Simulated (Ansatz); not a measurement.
# BaHg (Pm-3m): Grüneisen parameters, part 2 of 2

Wanted: mode Grüneisen parameters of BaHg (Pm-3m).

Ansatz 0.2.0; DFT PBEsol, scalar-relativistic, plane waves, PAW; PAW set soft_1.

So far, highest frequency on the path or at a solved wavevector (cm⁻¹): step 2 (the dispersion) 87.5; step 4 (phonons at the other volume, volume ratio 0.97) 91.6.

## (5) Relaxing at another volume, volume ratio 1.03

The volume is scaled by 1.03 and held; symmetry leaves nothing to relax, so this is a single point. The modes can then be followed against volume.

The input, input.yaml:

```yaml
crystal:
  lattice:
    - [4.1282482791, 0.0, 0.0]
    - [0.0, 4.1282482791, 0.0]
    - [0.0, 0.0, 4.1282482791]
  atoms:
    - { symbol: Ba, position: [0.0, 0.0, 0.0] }
    - { symbol: Hg, position: [0.5, 0.5, 0.5] }
kpoints:
  mp_grid: { grid: [12, 12, 12] }
hamiltonian:
  xc: pbesol
  pseudopotentials: { kind: paw, azcp: { folder: soft_1 }, xc_functional: pbe }
scf:
  occupations: { method: methfessel_paxton, width: 0.2 }
output:
  forces: true
  stress: true
  eigenvalues: true
```

Command:

```sh
ansatz run input.yaml --threads 4 --pin off --max-ram 10240MiB --backend cpu --events-out ev --progress --plain --runs-dir out
```

Numbers of over 12 decimals in the logs are rounded to 6 here.

Output:

```text
[...]
Crystal: 2 atoms, lattice volume = 70.355 Å³
Basis set: ecut = 420 eV, 1357 PW (Γ), exchange–correlation on 60×60×60 points (8 copies of the dense FFT grid, shifted against one another)
Bands: 19, of which v1, the nominal top of the filled ones, is band 15 counted from 1 (14 counted from 0)
Symmetry: 48 space group operations
[...]
k-points: 84 of 1728
[...]
--- Band table (eV; the first three rows and the last of 84) ---
  k-point 0: bands = [... 11 lower, 3.4466, 3.4466, 4.2088, 11.2780, 11.2780, 14.1620, 14.1620, 14.1620]
  k-point 1: bands = [... 11 lower, 3.4467, 3.4480, 4.3003, 11.2696, 11.2855, 13.7994, 13.8530, 13.8530]
  k-point 2: bands = [... 11 lower, 3.4472, 3.4516, 4.5617, 11.0507, 11.3065, 13.3057, 13.3057, 13.4211]
  k-point 83: bands = [... 11 lower, 3.6517, 3.6517, 7.4408, 9.1699, 9.1699, 9.1699, 16.0916, 16.0916]
[key lines of the parts left out:]
SCF converged after 8 iterations
Free energy (F): -19533.866151 eV
Fermi energy:    10.434867 eV
P = ⅓ Tr σ = -0.7904 GPa (-7.904 kbar)
```

Run time: 2.2 s. Hardware: 4 threads of Arm Neoverse V1, shared host; peak memory 0.42 GiB; 8 s of CPU time.

This step gave:

```yaml
pressure: -0.7904 GPa
volume_per_atom: 35.18 Å³
```

The run ends at a pressure of -0.79 GPa.

## (6) Phonons at the other volume, volume ratio 1.03

The phonons are repeated at this volume on the same k and q meshes.

input.yaml: that of step 5 with these lines changed.

```diff
@@ -16,4 +16,11 @@
 output:
-  forces: true
-  stress: true
   eigenvalues: true
+phonons:
+  method: dfpt
+  qmesh: [4, 4, 4]
+  temperatures: { t_max: 1000, t_step: 50 }
+  qpath:
+    path:
+      - [[0.0, 0.0, 0.0], [0.0, 0.5, 0.0], [0.5, 0.5, 0.0], [0.0, 0.0, 0.0], [0.5, 0.5, 0.5], [0.0, 0.5, 0.0]]
+      - [[0.5, 0.5, 0.5], [0.5, 0.5, 0.0]]
+    npoints: 10
```

Output:

```text
[...]
Crystal: 2 atoms, lattice volume = 70.355 Å³
Basis set: ecut = 420 eV, 1357 PW (Γ), exchange–correlation on 60×60×60 points (8 copies of the dense FFT grid, shifted against one another)
Bands: 19, of which v1, the nominal top of the filled ones, is band 15 counted from 1 (14 counted from 0)
Symmetry: 48 space group operations
k-points: 84 of 1728
[...]
k-point 83: bands = [... 11 lower, 3.6519, 3.6519, 7.4409, 9.1699, 9.1699, 9.1699, 16.0914, 16.0914]
[...]
ASR residual: 3.022e-5 → 0.000e0 eV/Å²; symmetrization residual: 2.088e-5 eV/Å²
  ASR residual per site (eV/Å²): 2.87e-5 3.02e-5
  Γ frequencies (cm⁻¹): 0.00 0.00 0.00 69.09 69.09 69.09
--- Phonons (arbitrary-q DFPT): 10 irreducible q on the 4×4×4 mesh ---
[...]
interpolated dispersion: 62 rows × 6 modes
[...]
[key lines of the parts left out:]
SCF converged after 11 iterations
Free energy (F): -19533.866151 eV
Fermi energy:    10.434846 eV
```

Elapsed: 10 min, on 4 threads; peak memory 3.1 GiB.

This step gave:

| Quantity | Value |
| --- | --- |
| sum-rule residual before enforcement | 3.02e-5 eV/Å² |
| highest frequency on the path or at a solved wavevector | 83.61 cm⁻¹ |
| mean frequency | 53.1 cm⁻¹ |
| Debye temperature (second moment) | 105 K |
| logarithmic mean frequency | 49.7 cm⁻¹ |
| highest optical mode at the zone centre (no LO-TO term) | 69.09 cm⁻¹ |
| lowest optical zone-centre mode | 69.09 cm⁻¹ |
| lowest mode on the q mesh (acoustic modes at Γ apart) | 25.65 cm⁻¹ |
| zero-point energy per atom | 9.88 meV |
| heat capacity at 300 K | 24.79 J/(mol atoms K) |
| vibrational entropy at 300 K | 60.81 J/(mol atoms K) |

Frequencies (cm⁻¹) solved at each irreducible wavevector; negative means imaginary. Frequencies by wavevector, by row:

```tsv
q in reciprocal lattice units	star	mode 1	mode 2	mode 3	mode 4	mode 5	mode 6
0 0 0	1	0	0	0	69.1	69.1	69.1
0 0 0.25	6	28	28	37.3	65	65	73.3
0 0 -0.5	3	44.5	46.5	46.5	55.9	55.9	83.6
0 0.25 0.25	12	26.5	36.1	45.2	60.4	71.9	73.7
0 0.25 -0.5	12	31	38.3	45.8	50.7	72.7	80.8
0 -0.5 -0.5	3	25.6	25.6	43.2	47.9	78.2	78.2
0.25 0.25 0.25	8	35.6	35.6	41.8	70.5	71.4	71.4
0.25 0.25 -0.5	12	31.2	37.4	44.4	67.7	68.8	80.6
0.25 -0.5 -0.5	6	32.3	32.3	41.1	63.5	78.6	78.6
-0.5 -0.5 -0.5	1	40.4	40.4	40.4	81.4	81.4	81.4
```

The highest optical mode at the zone centre (no LO-TO term) is 69.1 cm⁻¹, -4.9 cm⁻¹ against the base run.

## (7) Grüneisen parameters

The Grüneisen parameter of a mode is minus the logarithmic change of its frequency with volume, −d ln ω / d ln V; weighted by heat capacity it gives the expansion.

Numbers from this step:

```yaml
bulk_modulus: 28.5 GPa
```

The phonon branches at the labelled points (cm⁻¹):

```tsv
point	branch 1	branch 2	branch 3	branch 4	branch 5	branch 6
Γ	0	0	0	74	74	74
halfway	30	30	39	69	69	78
X	47	50	50	59	59	88
halfway	31	40	49	54	77	85
M	25	25	46	52	82	82
halfway	26	38	48	64	76	78
Γ	0	0	0	74	74	74
halfway	37	37	44	75	76	76
R	43	43	43	84	84	84
halfway	32	39	48	70	73	84
X	47	50	50	59	59	88
jump to R	43	43	43	84	84	84
halfway	33	33	44	66	82	82
M	25	25	46	52	82	82
```

The same for volume x 0.97:

```tsv
point	branch 1	branch 2	branch 3	branch 4	branch 5	branch 6
Γ	0	0	0	79	79	79
X	50	53	53	63	63	92
M	23	23	50	55	87	87
Γ	0	0	0	79	79	79
R	47	47	47	86	86	86
X	50	53	53	63	63	92
R	47	47	47	86	86	86
M	23	23	50	55	87	87
```

The same for volume x 1.03:

```tsv
point	branch 1	branch 2	branch 3	branch 4	branch 5	branch 6
Γ	0	0	0	69	69	69
X	44	46	46	56	56	84
M	26	26	43	48	78	78
Γ	0	0	0	69	69	69
R	40	40	40	81	81	81
X	44	46	46	56	56	84
R	40	40	40	81	81	81
M	26	26	43	48	78	78
```

The first set of phonon branches as a text plot (rows in cm⁻¹):

```
     90 |
     86 |      ******                               ******
     82 |     *      ********               ********      *******
     78 |   **      *      ****          ***     **
     74 |***       *         ************          **      *
     71 |  **     *            **   ****            ***     *
     67 |    **               *                      * *     *
     63 |        *           *                        ***
     59 |      ***         **                           **
     55 |         **      *                                   **
     52 |           ******                                      *
     48 |      ***********   **      ***           *******     **
     44 |    **  * *      ***           *   *******   * * *****
     40 |   * *           *  * *         *****   ** **     *
     36 |    *    * *               *   *  *      **   *    *
     32 |          * *   *    *        *           ****      *
     29 |  **       *** *  **   *                             *
     25 |             *****  ***     **                        **
     21 |                      *
     17 | **                    *  **
     13 | *                     **
     10 |*                       * *
      6 |*                       *
      2 |                         *
         Γ      X      M          Γ            R        X|R     M
```

Mode Grueneisen parameter -dln(w)/dln(V), modes matched by rank; at Γ the acoustic branches take the value of a neighbouring point of the path. The mode Grüneisen parameters at the labelled points ():

```tsv
point	branch 1	branch 2	branch 3	branch 4	branch 5	branch 6
Γ	1.64	1.64	1.21	2.27	2.27	2.27
halfway	1.80	1.80	1.66	2.18	2.18	1.89
X	1.91	2.12	2.12	1.97	1.97	1.52
halfway	-0.05	1.26	2.15	2.18	1.88	1.63
M	-1.86	-1.86	2.34	2.36	1.76	1.76
halfway	-0.38	1.96	2.08	2.17	1.61	2.08
Γ	-0.24	1.74	1.84	2.27	2.27	2.27
halfway	1.26	1.26	1.52	1.90	1.87	1.87
R	2.41	2.41	2.41	0.95	0.95	0.95
halfway	0.63	1.29	2.31	1.21	2.07	1.60
X	1.91	2.12	2.12	1.97	1.97	1.52
jump to R	2.41	2.41	2.41	0.95	0.95	0.95
halfway	0.95	0.95	2.52	1.36	1.38	1.38
M	-1.86	-1.86	2.34	2.36	1.76	1.76
```

The mode Grüneisen parameters as a text plot (rows in , shown from -1.8 to 2.5 only):

```
   2.40 |            ****                    *******      *   ***
   2.22 |*****      ***  **************     **  *   ****        *
   2.04 |     ******       *** *    ****         *  *  ***     *
   1.87 | * *********** ***   ****** *******       *   *** *  *
   1.69 |* ****    ************  **      ****     * *****     ***
   1.51 |      *****                    ***       **  ****  *
   1.33 | **                            *  **     **** *    **
   1.15 |*        *       *              ****    ****      **
   0.97 |                            ***     ***** *      *  *
   0.80 |           *               *                 *
   0.62 |          *               *                *
   0.44 |                                            *
   0.26 |
   0.08 |            *   *
  -0.10 |                     ***
  -0.27 |                        **
  -0.45 |                    *                                *
  -0.63 |           * *
  -0.81 |                  **
  -0.99 |               *
  -1.16 |            *    *                                    *
  -1.34 |
  -1.52 |             *  *
  -1.70 |               *                                       *
         Γ      X      M          Γ            R        X|R     M
```

(dS/dlnV)/C_V. The thermodynamic Grueneisen parameter by temperature:

```tsv
temperature (K)	thermodynamic Grueneisen parameter
50	1.52
100	1.55
150	1.55
200	1.56
250	1.56
300	1.56
350	1.56
400	1.56
450	1.56
500	1.56
550	1.56
600	1.56
650	1.56
700	1.56
750	1.56
800	1.56
850	1.56
900	1.56
950	1.56
1000	1.56
```

Gamma C_V/(B V) at the static volume. Table of volume expansion by temperature:

```tsv
temperature (K)	volume expansion (1e-6/K)
50	51.5
100	62.1
150	64.4
200	65.3
250	65.7
300	65.9
350	66.0
400	66.1
450	66.2
500	66.2
550	66.2
600	66.3
650	66.3
700	66.3
750	66.3
800	66.3
850	66.3
900	66.3
950	66.3
1000	66.3
```

## (8) Results

| Property | Result |
| --- | --- |
| bulk modulus | 28.5 GPa |
| thermodynamic Grüneisen parameter at 300 K | 1.559 |
| volume expansion at 300 K, estimated | 65.89 × 10⁻⁶ K⁻¹ |

By this estimate the volume grows by 65.9 × 10⁻⁶ per kelvin at 300 K. The highest optical mode at Γ goes from 79 to 69 cm⁻¹ as the cell grows, a Grüneisen parameter of 2.27. Mode parameters on the path run from -1.9 to 2.5, with a median of 1.8. Modes with negative values stiffen as the cell grows and pull against the expansion. Branches are matched by rank, so values near crossings are rough. The expansion is the Grüneisen estimate at the static volume, with the static bulk modulus. With no gap, or one that is small against the smearing, the frequencies hang on the k mesh and the smearing, most of all near Kohn anomalies. Spin-orbit coupling is left out, which can matter for the heavy elements here. The PAW files were made for PBE and serve the other functionals too.

[Logs are printed without paths, hosts, clocks, repeated set-up lines and the standing remarks that a program may print on its own settings, such as how far it seeks lower states.]

[Hosts, paths, dates, database ids (printed as entryN), source tags and the programs' standing remarks are cut or masked in the printed files.]
